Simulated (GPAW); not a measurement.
# A GW chain in GPAW: Mg2H2O3 (P-3m1), part 2 of 2

Wanted: ground state, empty states, screening and self-energy for Mg2H2O3 (P-3m1).

GPAW 26.7.0; LDA and many-body steps on it, plane waves. Known limits of the many-body steps: not at the basis limit; coarse k mesh.

So far. Step 3 (Bands along the symmetry lines): The gap is 3.470 eV, as in the run before at this level. Step 4 (Empty states on the mesh, 3×3×2 mesh, 154 bands): On this mesh the gap is 3.470 eV.

### Step 5. Screening and self-energy, 3×3×2 mesh, 144 bands, screening to 100 eV

Now the one-shot GW correction: screening in the RPA, then the self-energy of the levels asked for.

This step: G0W0 on LDA, plane waves, PAW.

Contents of run.py:

```python
import json
import numpy as np
from gpaw.mpi import world
from gpaw.response.g0w0 import G0W0

gw = G0W0('full.gpw',
    filename='gw',
    kpts=[0],
    bands=(18, 22),
    ecut=100,
    nbands=144,
    integrate_gamma='WS',
    ppa=True)
gw.calculate()
res = {mode: {k: v for k, v in r.items() if k != 'sigma_eskwn'}
       for mode, r in gw.all_results.items()}

if world.rank == 0:
    with open('result.json', 'w') as f:
        json.dump(res, f, default=lambda x: x.tolist())
```

Run with:

```bash
> mpirun -n 4 gpaw python run.py
```

Numbers of over 12 decimals in the logs are rounded to 6 here.

Log:

```text
Using integrator: PointIntegrator
FrequencyGridDescriptor(from 0.000+0.000j to 0.000+27.211j eV, 2 points)
Nonperiodic BCs:  [False False False]
Using integrator: PointIntegrator
FrequencyGridDescriptor(from 0.000+0.000j to 0.000+27.211j eV, 2 points)
Nonperiodic BCs:  [False False False]
  ___  _ _ _
 |   || | | |
 | | || | | |
 |__ ||_____|
 |___|

BZ k-points: Symmetries present (total): 12

  [... matrices ...]
18 k-points: 3 x 3 x 2 Monkhorst-Pack grid + [0.000000,0.000000,1/4]
6 k-points in the irreducible part of the Brillouin zone
       k-points in crystal coordinates                weights
   0:     0.00000000    0.00000000    0.00000000          1/18
   1:     0.00000000    0.00000000    0.50000000          1/18
   2:     0.33333333    0.00000000    0.00000000          6/18
   3:     0.33333333    0.00000000    0.50000000          6/18
   4:     0.33333333    0.33333333    0.00000000          2/18
   5:     0.33333333    0.33333333    0.50000000          2/18

Distributing spins, k-points and bands (1 x 1 x 4) over 4 processes
Number of blocks: 1

Quasi particle states:
k-points (IBZ indices): [0]
Band range: (18, 22)
  [... matrices ...]
Computational parameters:
Plane wave cut-off: 100 eV
Number of bands: 144
Coulomb cutoff: None
Broadening: 0.1 eV

fxc modes: GW
Kernel: RPA
Using Godby-Needs plasmon-pole approximation:
  Fitting energy: i*E0, E0 = 1.000 Hartree
Summing all q:

Calculating screened Coulomb potential
No Coulomb truncation
FrequencyGridDescriptor(from 0.000+0.000j to 0.000+27.211j eV, 2 points)
Removing empty qpoint cache files...

Calculating chi0 body with:
    Ground state adapter containing:
    Number of spins: 1
    Number of kpoints: 18
    Number of irreducible kpoints: 6
    Number of completely occupied states: 20
    Number of partially occupied states: 20
    Occupied states memory: 4.449462890625 M / cpu

    Linear response parametrization:
    q_c: [0.0, 0.0, 0.0]
    Number of frequency points: 2
    Planewave cutoff: 100.0
    Number of bands: 144
    Number of planewaves: 151
    Broadening (eta): 1e-06
    comm.size: 4
    kncomm.size: 4
    blockcomm.size: 1

    Memory estimate of potentially large arrays:
        chi0_wGG: 0.695831 M / cpu
Integrating chi0 body.

Symmetries of q_c:
    Direct symmetries (Uq -> q): 12
    Indirect symmetries (TUq -> q): 0
In total 12 allowed symmetries.

  [... matrices ...]
6 groups of equivalent kpoints. 66.666667% reduction.

Integral kind: response function
Integrating chi0 head and wings.

Symmetries of q_c:
    Direct symmetries (Uq -> q): 12
    Indirect symmetries (TUq -> q): 0
In total 12 allowed symmetries.

  [... matrices ...]
6 groups of equivalent kpoints. 66.666667% reduction.

Integral kind: response function wings

Calculating chi0 body with:
    Ground state adapter containing:
    Number of spins: 1
    Number of kpoints: 18
    Number of irreducible kpoints: 6
    Number of completely occupied states: 20
    Number of partially occupied states: 20
    Occupied states memory: 4.449462890625 M / cpu

[... the further q-points ...]

Results:
f:      Occupation numbers
eps:     KS-eigenvalues [eV]
vxc:     KS vxc [eV]
exx:     Exact exchange [eV]
sigma:   Self-energies [eV]
dsigma:  Self-energy derivatives
Z:       Renormalization factors
qp:      QP-energies [eV]

k-point 0 (0): (0.000, 0.000, 0.000)                GW
band       f     eps     vxc     exx   sigma  dsigma       Z      qp
                                                                   GW
  18   1.000   1.774 -20.857 -26.386   4.183  -0.255   0.797   0.701
  19   1.000   1.774 -20.857 -26.386   4.183  -0.255   0.797   0.701
  20   0.000   5.244 -12.866  -7.899  -3.229  -0.170   0.855   6.730
  21   0.000   8.257 -14.137  -8.447  -3.621  -0.183   0.845  10.006
```

The job ended after 25 s (4 MPI ranks of Intel Xeon Platinum 8259CL at 2.50GHz (Skylake/Cascade Lake), shared host; peak memory 1.2 GiB; 99 s of CPU time).

This step gave:

```yaml
g0w0_gap_on_the_points_computed: 6.028 eV
least_direct_g0w0_gap_on_the_computed_points: 6.028 eV
z_at_the_valence_top: 0.7968
z_at_the_conduction_bottom: 0.8548
starting_gap_on_the_mesh: 3.470 eV
k_of_the_valence_top: 0, 0, 0
k_of_the_conduction_bottom: 0, 0, 0
```

The gap on the mesh goes from 3.47 eV to 6.03 eV, a correction of +2.56 eV.

Limits: finite bands, cutoff and mesh; coarse k mesh. v1 is the top filled band, c1 the lowest empty one. The levels before and after the correction (eV, zero at the valence-band top of each column):

```tsv
	conduction bottom	valence top
Kohn-Sham	3.47	0.00
G0W0	6.03	0.00
```

```tsv
	level	energy (eV)
Kohn-Sham	Γ v2-v1	0.000
Kohn-Sham	Γ c1	3.470
Kohn-Sham	Γ c2	6.483
G0W0	Γ v2-v1	0.000
G0W0	Γ c1	6.028
G0W0	Γ c2	9.305
```

### Step 6. Where the time went

Times are wall times on 4 MPI ranks of Intel Xeon Platinum 8259CL at 2.50GHz (Skylake/Cascade Lake), shared host, good to a factor of about two.

```tsv
step	time	share	memory (GiB)
ground state	19 s	22 %	0.78
bands along the symmetry lines	22 s	25 %	0.88
empty states on the mesh	21 s	24 %	1.9
screening and self-energy	25 s	29 %	1.2
```

### Step 7. What came out

| Quantity | Value |
| --- | --- |
| LDA gap | 3.47 eV, direct |
| G0W0 gap on the mesh | 6.03 eV |
| GW settings | 3×3×2 mesh, 144 bands, screening to 100 eV, Godby-Needs plasmon pole |
| known limits | not at the basis limit; coarse k mesh |

**Reading.** G0W0 moves the gap on the mesh from 3.47 eV to 6.03 eV (+2.56 eV), with Z of 0.80 and 0.85 at the edges. Only 1 of the mesh's irreducible points was corrected, so a valley elsewhere could overtake. Bands and cutoff are finite, so the gap is not at the basis limit. The miss can reach some tenths of an eV and take either sign; the mesh is an error of its own. These stock PAW sets were not made for GW. In the G0W0 run levels were corrected at 1 k point alone, so a gap called «on the mesh» is the least over those, and an edge elsewhere would be missed. The 3×3×2 mesh is coarse for this cell, which bears on the long-range parts of exchange and screening.

[Paths, hosts, dates, memory and timing lines, banners, echoed tables and standing remarks are left out of the program output.]

[Logs are printed without paths, hosts, clocks, repeated set-up lines and the standing remarks that a program may print on its own settings, such as how far it seeks lower states.]

[Runs of the session that timed out or met a known fault of the program may be left out.]

[Hosts, paths, dates, database ids (printed as entryN), source tags and the programs' standing remarks are cut or masked in the printed files.]
